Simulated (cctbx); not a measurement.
# What is wrong with this refinement?

Cell a = 4.4020 Å, b = 4.4020 Å, c = 4.4020 Å, α = 90.00°, β = 90.00°, γ = 90.00°; space group Pm-3m (no. 221).

The data are simulated with cctbx, not measured: synchrotron X-rays, λ = 0.6889 Å, to d = 0.7 Å, 80 % of the full sphere, strongest reflection 70000 counts, noise from counting, a 4 % proportional error and a noise floor of 8 counts (s.d.); no absorption.

An anisotropic refinement with weights 1/σ² prints:

```text
Rint 0.032, 44 unique reflections to 0.71 A
cycle     R1     wR2    GooF  max shift (A)
   1  0.2230  0.5931  53.631   0.00000
   3  0.0890  0.1499  13.552   0.00000
final R1 0.0890 wR2 0.1499 GooF 13.552  parameters 3  data/parameter 14.7
atom        x        y        z      Ueq    occ   su(xyz)  su(Uiso or U11)
Ce1    0.00000  0.00000  0.00000   0.0136  1.000  0.00000  0.0012
Nb1    0.50000  0.50000  0.00000   0.0366  1.000  0.00000  0.0018
difference map: max 0.95 min -6.75 rms 1.15
Q1    0.0000  0.0000  0.2342    6    0.96  1.03 A from Ce1
Q2    0.3247  0.3247  0.3247    8    0.96  1.80 A from Nb1
Q3    0.1836  0.1836  0.3308   24    0.91  1.77 A from Nb1
Q4    0.1217  0.1217  0.1217    8    0.90  0.93 A from Ce1
Q5    0.2425  0.5000  0.5000    6    0.89  1.07 A from Nb1
Q6    0.1633  0.1633  0.5000   12    0.89  1.65 A from Nb1
```

Q: Accept it or mend it, and why?

Mend it. The fault: wrong element: Nb1 is Zr. Against the right model at the same level, R1 goes from 0.0050 to 0.0890 and GooF from 0.84 to 13.55, U of Nb1 swells from 0.0139 to 0.0366 Å², the top difference peak, 1.0 e/Å³, lies 1.03 Å from Ce1 and a hole of -6.8 e/Å³ opens. Nb1 has 1 electron too many and its U swells to shed them, as expected (near an absorption edge f′ can widen the mismatch well beyond the difference in Z).

The compound is CeZr3. The right model at the same level gives:

```text
Rint 0.032, 44 unique reflections to 0.71 A
cycle     R1     wR2    GooF  max shift (A)
   1  0.0050  0.0096   0.869   0.00000
   2  0.0050  0.0093   0.842   0.00000
final R1 0.0050 wR2 0.0093 GooF 0.842  parameters 3  data/parameter 14.7
atom        x        y        z      Ueq    occ   su(xyz)  su(Uiso or U11)
Ce1    0.00000  0.00000  0.00000   0.0118  1.000  0.00000  0.0001
Zr1    0.50000  0.50000  0.00000   0.0139  1.000  0.00000  0.0001
difference map: max 0.12 min -0.22 rms 0.06
Q1    0.0000  0.5000  0.5000    3    0.12  0.00 A from Zr1
Q2    0.0000  0.0000  0.1785    6    0.11  0.79 A from Ce1
Q3    0.0000  0.0000  0.0000    1    0.11  0.00 A from Ce1
Q4    0.1788  0.1788  0.5000   12    0.11  1.62 A from Zr1
Q5    0.2393  0.4026  0.4026   24    0.08  1.22 A from Zr1
Q6    0.0000  0.1600  0.3200   24    0.06  1.57 A from Ce1
```

Isotropic U is held between 0.0001 and 1 Å² by the program, and listed peak heights are interpolated, so they can pass the grid's maximum.

This is a model crystal, built by substitution and not relaxed, with assumed displacement parameters.

[Middle refinement cycles are left out of these outputs.]

[Logs are printed without paths, hosts, clocks, repeated set-up lines and the standing remarks that a program may print on its own settings, such as how far it seeks lower states.]
